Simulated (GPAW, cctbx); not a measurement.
# Reading charge transfer from structure factors

(CdS)1(MgSe)1, Pmm2 (no. 25), a = 4.2031 Å, b = 4.2110 Å, c = 5.9395 Å, α = 90.00°, β = 90.00°, γ = 90.00°.

```csv
atom,mult.,x,y,z
Cd1,1,0,0,0.9882
Se1,1,1/2,0,0.2608
S1,1,0,1/2,0.7370
Mg1,1,1/2,1/2,0.5140
```

The cell is a (CdS)1(MgSe)1 superlattice along [001] of the zinc-blende type, started at the mean lattice constant and relaxed freely, with no substrate.

Absolute values of the static structure factors of the conventional cell from DFT (PBE, GPAW) against free spherical atoms, in electrons:

```
hkl  d (Å)  free atoms  crystal
001  5.939       33.99    33.92
010  4.211       50.70    50.59
100  4.203       16.64    16.63
011  3.435       64.41    64.61
101  3.431       68.74    68.95
110  2.975        9.64     9.26
002  2.970       11.37    11.07
111  2.660       38.81    38.80
012  2.427       18.79    18.86
102  2.425       45.27    45.22
```

**Question.** Which way does charge move, and which reflections show it best?

Project each element's phase sum on the total phase. |F| rises if density moves to atoms that scatter in phase and falls if it moves to atoms that scatter against it; the rule is for low angles, since changes of shape take over beyond. Where all elements are in phase the terms compete, and the compactness of the donor's and the acceptor's density matters too.

| hkl | Cd in phase | Se in phase | S in phase | Mg in phase | change (e) | (%) |
| --- | --- | --- | --- | --- | --- | --- |
| 001 | +0.9 | +0.3 | -0.5 | -1.0 | -0.07 | -0.2 |
| 010 | +1.0 | +1.0 | -1.0 | -1.0 | -0.10 | -0.2 |
| 100 | +1.0 | -1.0 | +1.0 | -1.0 | -0.01 | -0.1 |
| 011 | +0.7 | +0.6 | +0.7 | +0.8 | +0.20 | +0.3 |
| 101 | +0.8 | +0.7 | +0.6 | +0.7 | +0.20 | +0.3 |
| 110 | +1.0 | -1.0 | -1.0 | +1.0 | -0.38 | -3.9 |
| 002 | +0.9 | -0.8 | -0.9 | +0.7 | -0.30 | -2.7 |
| 111 | +0.9 | +0.6 | -0.4 | -0.8 | -0.01 | 0.0 |

Low-angle reflections that set elements apart and change by more than 0.05 e: 001, 010, 110 and 002 (100 and 111 hardly move and tell little). The signs fit a gain of density on Se and S and a loss on Cd and Mg. The best witness is 110, -3.9 %, where S enters with -1.0. The real-space density agrees: Voronoi charges Cd +0.37, Se -0.33, S -0.37, Mg +0.34 e. The shortest bond, S–Mg, has Δρ = +0.09 e/Å³ at its midpoint, on a slope that rises towards one atom.

[Outputs are excerpts: Python notices, other lines and further rows are left out; steps that failed or that the build refused (PBEsol, TPSS) are not shown.]

[Logs are printed without paths, hosts, clocks, repeated set-up lines and the standing remarks that a program may print on its own settings, such as how far it seeks lower states.]
